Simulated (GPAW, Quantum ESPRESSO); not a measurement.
## Near-edge structure at the B K edge of BAs (F-43m)

Aim: the B K edge of BAs (F-43m) by two routes, a Lanczos recursion (XSpectra) and a sum over empty bands (GPAW), to see which features are robust.

Program: Quantum ESPRESSO 7.5. Level of theory: core-hole supercells, plane-wave PAW PBE (first program; GPAW 26.7.0 follows as the second). Results are calculated unless marked as measured.

## 1. The starting structure

The structure is cubic, space group F-43m (No. 216). The conventional cell has a = 4.777 Å, b = 4.777 Å, c = 4.777 Å, α = 90.00°, β = 90.00°, γ = 90.00°. Nearest to As lie 4 B at 2.07 Å. B has 4 As at 2.07 Å nearest. Farther neighbours are not listed.

## 2. The field without a hole (Quantum ESPRESSO)

A plain self-consistent run shows whether there is a gap, which decides the set-up of the core-hole run.

File scf.in:

```
&control
   calculation='scf', prefix='x', pseudo_dir='../pp', outdir='tmp', tprnfor=.true.
/
&system
   ibrav=0, nat=2, ntyp=2, nbnd=8
   ecutwfc=56, ecutrho=360
   occupations='smearing', smearing='mv', degauss=0.015
/
&electrons
   conv_thr=2.0e-08, electron_maxstep=120
   mixing_beta=0.5
/
ATOMIC_SPECIES
As 1.0 As.pbe-n-kjpaw.UPF
B3 1.0 B.pbe-n-kjpaw.UPF
CELL_PARAMETERS angstrom
  0.00000000 2.38850000 2.38850000
  2.38850000 0.00000000 2.38850000
  2.38850000 2.38850000 0.00000000
ATOMIC_POSITIONS crystal
As   0.75000000 0.75000000 0.75000000
B3   0.00000000 0.00000000 0.00000000
K_POINTS automatic
10 10 10 0 0 0
```

File As.pbe-n-kjpaw.ld1.in:

```
&input
   title='As', zed=33., rel=1, iswitch=3, dft='PBE',
   config='[Ar] 4s2 4p3 3d10 4d-1'
/
&inputp
   file_pseudopw='As.pbe-n-kjpaw.UPF', author='',
   lpaw=.true.,
   pseudotype=3,
   lloc=2,
   which_augfun='PSQ',
   rmatch_augfun_nc=.true.,
   nlcc=.true.,
   new_core_ps=.true.,
   rcore=1.5,
   tm=.true.,
   lgipaw_reconstruction=.true., use_paw_as_gipaw=.true.
/
5
4S  1  0  2.00  0.00  1.60  1.80  0.0
4S  1  0  0.00  0.40  1.60  1.80  0.0
4P  2  1  3.00  0.00  1.60  2.00  0.0
4P  2  1  0.00  0.40  1.60  2.00  0.0
4D  3  2 -2.00  0.50  2.00  2.00  0.0
```

File B.pbe-n-kjpaw.ld1.in:

```
&input
   title='B', zed=5., rel=1, iswitch=3, dft='PBE',
   config='[He] 2s2 2p1'
/
&inputp
   file_pseudopw='B.pbe-n-kjpaw.UPF', author='',
   lpaw=.true.,
   pseudotype=3,
   lloc=-1,
   rcloc=1.2,
   which_augfun='PSQ',
   rmatch_augfun_nc=.true.,
   nlcc=.true.,
   new_core_ps=.true.,
   rcore=0.9,
   tm=.true.,
   lgipaw_reconstruction=.true., use_paw_as_gipaw=.true.
/
4
2S  1  0  2.00  0.00  1.00  1.20  0.0
2S  1  0  0.00  3.00  1.00  1.20  0.0
2P  2  1  1.00  0.00  1.00  1.40  0.0
2P  2  1  0.00  1.50  1.00  1.40  0.0
```

Started as:

```
> OMP_NUM_THREADS=1 mpirun --oversubscribe --bind-to none -np 4 pw.x -nk 4 -in scf.in > scf.out
```

The program printed:

```text
     [... banner and references ...]
using ibrav=0 with symmetry is DISCOURAGED, use correct ibrav instead

     G-vector sticks info
     --------------------

     Using Slab Decomposition

     bravais-lattice index     =            0
     lattice parameter (alat)  =       6.3832  a.u.
     unit-cell volume          =     183.9087 (a.u.)^3
     number of atoms/cell      =            2
     number of atomic types    =            2
     number of electrons       =         8.00
     number of Kohn-Sham states=            8
     kinetic-energy cutoff     =      56.0000  Ry
     charge density cutoff     =     360.0000  Ry
     scf convergence threshold =      2.0E-08
     mixing beta               =       0.5000
     number of iterations used =            8  plain     mixing
     Exchange-correlation= SLA  PW   PBX  PBC
                           (   1   4   3   4   0   0   0)

     celldm(1)=   6.383210  celldm(2)=   0.000000  celldm(3)=   0.000000
     celldm(4)=   0.000000  celldm(5)=   0.000000  celldm(6)=   0.000000

     crystal axes: (cart. coord. in units of alat)
               a(1) = (   0.000000   0.707107   0.707107 )
               a(2) = (   0.707107   0.000000   0.707107 )
               a(3) = (   0.707107   0.707107   0.000000 )

     reciprocal axes: (cart. coord. in units 2 pi/alat)
               b(1) = ( -0.707107  0.707107  0.707107 )
               b(2) = (  0.707107 -0.707107  0.707107 )
               b(3) = (  0.707107  0.707107 -0.707107 )

     PseudoPot. #1 for As:     Pseudo is Projector augmented-wave + core cor, Zval =  5.0

     ../pp/B.pbe-n-kjpaw.UPF
     Pseudo is Projector augmented-wave + core cor, Zval =  3.0
     Shape of augmentation charge: PSQ
     Using radial grid of 1059 points,  4 beta functions with:
                l(1) =   0
                l(2) =   0
                l(3) =   1
                l(4) =   1
     Q(r) pseudized with 0 coefficients

     atomic species   valence    mass     pseudopotential
     As                5.00     1.00000     As( 1.00)
     B3                3.00     1.00000     B ( 1.00)

     24 Sym. Ops. (no inversion) found

   Cartesian axes

     site n.     atom                  positions (alat units)
         1        As     tau(   1) = (   1.0606602   1.0606602   1.0606602  )
         2        B3     tau(   2) = (   0.0000000   0.0000000   0.0000000  )

     number of k points=    47  Marzari-Vanderbilt smearing, width (Ry)=  0.0150
                       cart. coord. in units 2pi/alat
        k(    1) = (   0.0000000   0.0000000   0.0000000), wk =   0.0020000
        k(    2) = (   0.0707107   0.0707107  -0.0707107), wk =   0.0160000
        k(    3) = (   0.1414214   0.1414214  -0.1414214), wk =   0.0160000
        k(    4) = (   0.2121320   0.2121320  -0.2121320), wk =   0.0160000
        k(    5) = (   0.2828427   0.2828427  -0.2828427), wk =   0.0160000
[...]
k(   45) = (  -0.1414214  -0.4242641   0.7071068), wk =   0.0480000
        k(   46) = (  -0.0707107  -0.3535534   0.6363961), wk =   0.0480000
        k(   47) = (  -0.7071068   0.2828427   0.0000000), wk =   0.0240000

     Dense  grid:    21187 G-vectors     FFT dimensions: (  40,  40,  40)

     Smooth grid:    10417 G-vectors     FFT dimensions: (  32,  32,  32)

     Initial potential from superposition of free atoms

     starting charge       7.9995, renormalised to       8.0000
     Starting wfcs are    8 randomized atomic wfcs
     Checking if some PAW data can be deallocated...

     per-process dynamical memory:    21.0 Mb

     Self-consistent Calculation

     iteration #  1     ecut=    56.00 Ry     beta= 0.50
     Davidson diagonalization with overlap
     ethr =  1.00E-02,  avg # of iterations =  3.1

     total energy              =    -187.42472918 Ry
     estimated scf accuracy    <       0.15278211 Ry

     iteration #  2     ecut=    56.00 Ry     beta= 0.50
[...]
Davidson diagonalization with overlap
     ethr =  8.48E-10,  avg # of iterations =  2.1

     WARNING: integrated charge=     8.00000179, expected=     8.00000000

     total energy              =    -187.45283557 Ry
     estimated scf accuracy    <       0.00000002 Ry

     iteration #  8     ecut=    56.00 Ry     beta= 0.50
     Davidson diagonalization with overlap
     ethr =  2.59E-10,  avg # of iterations =  1.0

     End of self-consistent calculation

          k = 0.0000 0.0000 0.0000 (  1291 PWs)   bands (ev):

    -6.7490   8.6435   8.6435   8.6435  11.9486  11.9486  11.9486  13.4309

          k = 0.0707 0.0707-0.0707 (  1303 PWs)   bands (ev):

    -6.5850   7.2480   8.3439   8.3439  12.1029  12.3484  12.3484  14.3159

          k = 0.1414 0.1414-0.1414 (  1324 PWs)   bands (ev):

    -6.1013   4.8826   7.7741   7.7741  11.8911  13.0686  13.0686  15.9706

          k = 0.2121 0.2121-0.2121 (  1314 PWs)   bands (ev):

    -5.3349   2.5938   7.2718   7.2718  11.6136  13.4656  13.4656  17.2645

          k = 0.2828 0.2828-0.2828 (  1299 PWs)   bands (ev):

    -4.4194   0.7234   6.9506   6.9506  11.4244  13.4820  13.4820  17.6979

          k =-0.3536-0.3536 0.3536 (  1308 PWs)   bands (ev):

[...]
k = 0.1414-0.0000 0.0000 (  1299 PWs)   bands (ev):

[...]
k = 0.2121 0.0707-0.0707 (  1309 PWs)   bands (ev):

[...]
k =-0.2828-0.4243 0.4243 (  1307 PWs)   bands (ev):

[...]
k =-0.2121-0.3536 0.3536 (  1297 PWs)   bands (ev):

[...]
k =-0.1414-0.2828 0.2828 (  1309 PWs)   bands (ev):

[...]
k =-0.0707-0.2121 0.2121 (  1306 PWs)   bands (ev):

[...]
k = 0.0000-0.1414 0.1414 (  1311 PWs)   bands (ev):

[...]
k = 0.2828-0.0000 0.0000 (  1307 PWs)   bands (ev):

[...]
k = 0.0000-0.2828 0.2828 (  1326 PWs)   bands (ev):

[...]
k = 0.4950 0.0707-0.0707 (  1297 PWs)   bands (ev):

[...]
k = 0.5657-0.0000 0.0000 (  1290 PWs)   bands (ev):

[...]
k = 0.0000-0.5657 0.5657 (  1296 PWs)   bands (ev):

[...]
k =-0.7071 0.0000 0.0000 (  1298 PWs)   bands (ev):

[...]
k = 0.2828 0.1414 0.0000 (  1313 PWs)   bands (ev):

[...]
k = 0.3536 0.2121-0.0707 (  1309 PWs)   bands (ev):

[...]
k = 0.4243 0.1414-0.0000 (  1302 PWs)   bands (ev):

[...]
k = 0.0000-0.2828 0.4243 (  1299 PWs)   bands (ev):

[...]
k =-0.0707-0.4950 0.6364 (  1294 PWs)   bands (ev):

[...]
k = 0.0000-0.4243 0.5657 (  1290 PWs)   bands (ev):

[...]
k =-0.7071 0.1414 0.0000 (  1298 PWs)   bands (ev):

[...]
k =-0.1414-0.4243 0.7071 (  1294 PWs)   bands (ev):

    -3.0404   1.0167   3.1856   4.4899  13.0989  14.0217  14.8191  18.4065

          k =-0.0707-0.3536 0.6364 (  1300 PWs)   bands (ev):

    -2.6297   0.6533   2.9551   4.1500  13.4187  14.4277  15.6289  16.7550

          k =-0.7071 0.2828 0.0000 (  1294 PWs)   bands (ev):

    -2.4217   0.5246   3.3014   3.5378  13.2040  13.5635  16.5339  16.6597

     the Fermi energy is     9.3490 ev

     WARNING: integrated charge=     8.00000179, expected=     8.00000000

!    total energy              =    -187.45283557 Ry
     total all-electron energy =     -4571.659542 Ry
     estimated scf accuracy    <          6.2E-10 Ry
     smearing contrib. (-TS)   =       0.00000002 Ry
     internal energy E=F+TS    =    -187.45283559 Ry

     The total energy is F=E-TS. E is the sum of the following terms:
     one-electron contribution =       7.01579743 Ry
     hartree contribution      =       1.24160306 Ry
     xc contribution           =     -14.47958536 Ry
     ewald contribution        =     -19.93341868 Ry
     one-center paw contrib.   =    -161.29723204 Ry

     convergence has been achieved in   8 iterations

     Forces acting on atoms (cartesian axes, Ry/au):

     atom    1 type  1   force =     0.00000000   -0.00000000   -0.00000000
     atom    2 type  2   force =     0.00000000    0.00000000   -0.00000000

     Total force =     0.000000     Total SCF correction =     0.000000

     XML data file, charge density, pseudopotentials, collected wavefunctions

=------------------------------------------------------------------------------=
   JOB DONE.
=------------------------------------------------------------------------------=
```

Wall time 2.2 s (4 MPI ranks of Arm Neoverse V2, shared host); peak memory 0.06 GiB; 8.4 s of CPU time.

Absorbing atoms carry a label of their own (element plus a letter or digit), as the spectrum program needs them as separate species.

The mesh shows a gap of 1.17 eV, so the hole is first treated in a charged cell, without the excited electron.

## 3. Spectrum without a core hole, B atom 2 (Quantum ESPRESSO)

This cheap baseline ignores the attraction of the hole: it shows the absorber's empty states as they are in the ground state.

The absorber has 4 As at 2.07 Å (tetrahedral, site symmetry -43m).

File xspectra.in:

```
&input_xspectra
   calculation='xanes_dipole', edge='K'
   prefix='x', outdir='tmp', xiabs=2, xe0=9.2276
   xonly_plot=.false., x_save_file='xanes.sav'
   xniter=3000, xcheck_conv=20, xerror=0.005
   xcoordcrys=.false., xepsilon(1)=1, xepsilon(2)=0, xepsilon(3)=0
/
&plot
   xnepoint=413, xemin=-10, xemax=45, terminator=.true., cut_occ_states=.true.
   xgamma=0.4
/
&pseudos
   filecore='../B.wfc'
/
&cut_occ
   cut_desmooth=0.1, cut_stepl=0.05, cut_stepu=0.05, cut_ierror=1e-5
/
8 8 8 0 0 0
```

Started as:

```
> OMP_NUM_THREADS=1 mpirun --oversubscribe --bind-to none -np 4 xspectra.x -nk 4 -in xspectra.in > xspectra.out
```

The program printed:

```text
     [... banner and references ...]
Reading input_file

     calculation: xanes_dipole

     xepsilon  [cartesian coordinates]:   1.000000   0.000000   0.000000

     xonly_plot: FALSE
        => complete calculation: Lanczos + spectrum plot

     filecore (core-wavefunction file): ../B.wfc

     main plot parameters:
        cut_occ_states: TRUE
        gamma_mode:  constant
        -> using xgamma [eV]:  0.40
        xemin [eV]: -10.00
        xemax [eV]:  45.00
        xnepoint:  413
        xe0 [eV]:   9.227600 (energy zero read in input file)

[...]
Results of STEP 1 successfully written in x_save_file
     x_save_file name:
     ->  xanes.sav
     x_save_file version:  2

     ... End STEP 1 ...

     ... Begin STEP 2 ...

     The spectrum is calculated using the following parameters:
        xe0 [eV]:    9.2276
        the occupied states are elimintate from the spectrum
        xemin [eV]: -10.00
        xemax [eV]:  45.00
        xnepoint:  413
        constant broadening parameter [eV]:    0.400
        Core level energy [eV]:  -188.0
         (from electron binding energy of neutral atoms in X-ray data booklet)

     Cross-section successfully written in xanes.dat

     ... End STEP 2 ...

                                END JOB XSpectra
```

The job ended after 12 s (4 MPI ranks; peak memory 0.08 GiB).

The B K spectrum, B atom 2, no core hole (energy from the lowest empty level; intensity scaled to a mean of 1 over the first 20 eV; the points at xe0, where the cut of filled states can leave a spike, are interpolated):

```
E (eV)  intensity
  -2.0       0.04
  -1.4       0.06
  -0.8       0.08
  -0.2       0.12
   0.4       0.24
   1.0       0.39
   1.6       0.75
   2.2       1.08
   2.8       1.22
   3.4       0.96
   4.0       1.22
   4.6       1.43
   5.2       1.27
   5.8       1.44
   6.4       1.55
   7.0       1.28
   7.6       1.11
   8.2       1.40
   8.8       1.39
   9.4       1.37
  10.0       1.32
  10.6       1.65
  11.2       1.69
  11.8       0.94
  12.4       0.69
  13.0       0.77
  13.6       0.91
  14.2       0.89
  14.8       1.04
  15.4       1.33
  16.0       0.86
  16.6       0.54
  17.2       0.42
  17.8       0.41
  18.4       0.54
  19.0       0.59
  19.6       0.53
  20.2       0.53
  20.8       0.67
  21.4       0.79
  22.0       0.77
  22.6       0.91
  23.2       1.03
  23.8       0.94
  24.4       0.88
  25.0       0.92
  25.6       0.66
  26.2       0.80
  26.8       0.92
  27.4       0.95
  28.0       0.79
  28.6       0.76
  29.2       0.70
  29.8       0.74
  30.4       1.09
  31.0       0.79
  31.6       0.76
```

Main maxima below 24 eV (height): 2.8 eV (1.24), 4.8 eV (1.46), 6.2 eV (1.56), 8.1 eV (1.44), 9.2 eV (1.52), 11.0 eV (1.81) and 15.4 eV (1.33). A K edge sees empty p states on the absorber.

## 4. Another broadening

The final state's lifetime shortens with energy, so measured features broaden above the edge; the saved Lanczos coefficients are redrawn with a width that grows.

File xspectra_plot.in:

```
&input_xspectra
   calculation='xanes_dipole', edge='K'
   prefix='x', outdir='tmp', xiabs=2, xe0=9.2276
   xonly_plot=.true., x_save_file='xanes.sav'
   xniter=3000, xcheck_conv=20, xerror=0.005
   xcoordcrys=.false., xepsilon(1)=1, xepsilon(2)=0, xepsilon(3)=0
/
&plot
   xnepoint=413, xemin=-10, xemax=45, terminator=.true., cut_occ_states=.true.
   gamma_mode='variable', gamma_energy(1)=4, gamma_energy(2)=25, gamma_value(1)=0.3, gamma_value(2)=2.5
/
&pseudos
   filecore='../B.wfc'
/
&cut_occ
   cut_desmooth=0.1, cut_stepl=0.05, cut_stepu=0.05, cut_ierror=1e-5
/
8 8 8 0 0 0
```

Started as:

```
> OMP_NUM_THREADS=1 xspectra.x -in xspectra_plot.in > xspectra_plot.out
```

The program printed:

```text
     [... banner and references ...]
Reading input_file
     -------------------------------------------------------------------------

     calculation: xanes_dipole

     xonly_plot: TRUE
        => only the spectrum plot

     main plot parameters:
        cut_occ_states: TRUE
        gamma_mode:  variable
        -> first, constant up to point ( 4.00, 0.30) [eV]
        -> then, linear up to point (25.00, 2.50) [eV]
        -> finally, constant up to xemax
        xemin [eV]: -10.00
        xemax [eV]:  45.00
        xnepoint:  413
[...]
xemin [eV]: -10.00
        xemax [eV]:  45.00
        xnepoint:  413
        energy-dependent broadening parameter:
         -> first, constant up to point ( 4.00, 0.30) [eV]
         -> then, linear up to point (25.00, 2.50) [eV]
         -> finally, constant up to xemax
        Core level energy [eV]:  -188.0
         (from electron binding energy of neutral atoms in X-ray data booklet)

     Cross-section successfully written in xanes.dat

     -------------------------------------------------------------------------
                                END JOB XSpectra
     -------------------------------------------------------------------------
[key lines of the parts left out:]
Fermi level [eV]:   8.6435
```

Elapsed: 4 s, on 1 MPI rank; peak memory 0.06 GiB.

With a Lorentzian half width 0.3 eV up to 4 eV, rising linearly to 2.5 eV at 25 eV (counted from xe0, 0.6 eV below the zero used here), the maxima are 2.8 eV (1.39), 4.6 eV (1.43), 6.2 eV (1.47), 9.0 eV (1.33), 10.5 eV (1.37) and 23.7 eV (0.80).

## 5. Supercell without a hole, the energy reference (Quantum ESPRESSO)

The photon energy needs a difference of total energies, so the cell and mesh of the coming hole run are first run without a hole.

File scf.in:

```
&control
   calculation='scf', prefix='x', pseudo_dir='../pp', outdir='tmp', tprnfor=.true.
/
&system
   ibrav=0, nat=12, ntyp=2, nbnd=28
   ecutwfc=56, ecutrho=360
   occupations='fixed'
/
&electrons
   conv_thr=1.2e-07, electron_maxstep=120
   mixing_beta=0.5
/
ATOMIC_SPECIES
As 1.0 As.pbe-n-kjpaw.UPF
B 1.0 B.pbe-n-kjpaw.UPF
CELL_PARAMETERS angstrom
  -2.38850000 -2.38850000 -4.77700000
  -2.38850000 -2.38850000 4.77700000
  -2.38850000 4.77700000 2.38850000
ATOMIC_POSITIONS crystal
As   0.87500000 0.62500000 0.00000000
As   0.54166667 0.62500000 0.33333333
As   0.37500000 0.12500000 0.00000000
As   0.20833333 0.62500000 0.66666667
As   0.04166667 0.12500000 0.33333333
As   0.70833333 0.12500000 0.66666667
B    0.00000000 0.00000000 0.00000000
B    0.66666667 0.00000000 0.33333333
B    0.50000000 0.50000000 0.00000000
B    0.33333333 0.00000000 0.66666667
B    0.16666667 0.50000000 0.33333333
B    0.83333333 0.50000000 0.66666667
K_POINTS automatic
4 3 4 0 0 0
```

Started as:

```
> OMP_NUM_THREADS=1 mpirun --oversubscribe --bind-to none -np 4 pw.x -nk 4 -in scf.in > scf.out
```

The program printed:

```text
     [... banner and references ...]
[banner, memory and clock lines left out]
Found identity + ( -0.3333  0.0000  0.3333) symmetry
     This is a supercell, fractional translations are disabled
     using ibrav=0 with symmetry is DISCOURAGED, use correct ibrav instead

     G-vector sticks info

     bravais-lattice index     =            0
     lattice parameter (alat)  =      11.0560  a.u.
     unit-cell volume          =    1103.4524 (a.u.)^3
     number of atoms/cell      =           12
[...]
Forces acting on atoms (cartesian axes, Ry/au):

     atom    1 type  1   force =    -0.00010894   -0.00010894    0.00036600
     atom    2 type  1   force =    -0.00010843   -0.00010797    0.00036661
     atom    3 type  1   force =    -0.00010811   -0.00010811    0.00036712
[...]
atom   11 type  2   force =     0.00010871    0.00010838   -0.00036664
     atom   12 type  2   force =     0.00010838    0.00010871   -0.00036664

     Total force =     0.001377     Total SCF correction =     0.000009

     XML data file, charge density, pseudopotentials, collected wavefunctions
[key lines of the parts left out:]
!    total energy              =   -1124.71658509 Ry
convergence has been achieved in  10 iterations
```

Wall time 25 s (4 MPI ranks); peak memory 0.18 GiB; 1.7 min of CPU time.

Reference energy: -373203.575 eV with the cores included.

(Part 1 of 4 ends here.)

[Banner, clock and machine lines of the logs are left out without a mark of their own.]

[Logs are printed without paths, hosts, clocks, repeated set-up lines and the standing remarks that a program may print on its own settings, such as how far it seeks lower states.]

[Hosts, paths, dates, database ids (printed as entryN), source tags and the programs' standing remarks are cut or masked in the printed files.]

[Lists of maxima count a maximum above −3 eV only where it reaches 4 % of the highest in the window and stands out from its surroundings by 2 % of it (1.5 % where it reaches 55 %); shoulders and weaker maxima are passed over, and of the rest the first, up to two pre-edge ones and the few strongest are named.]
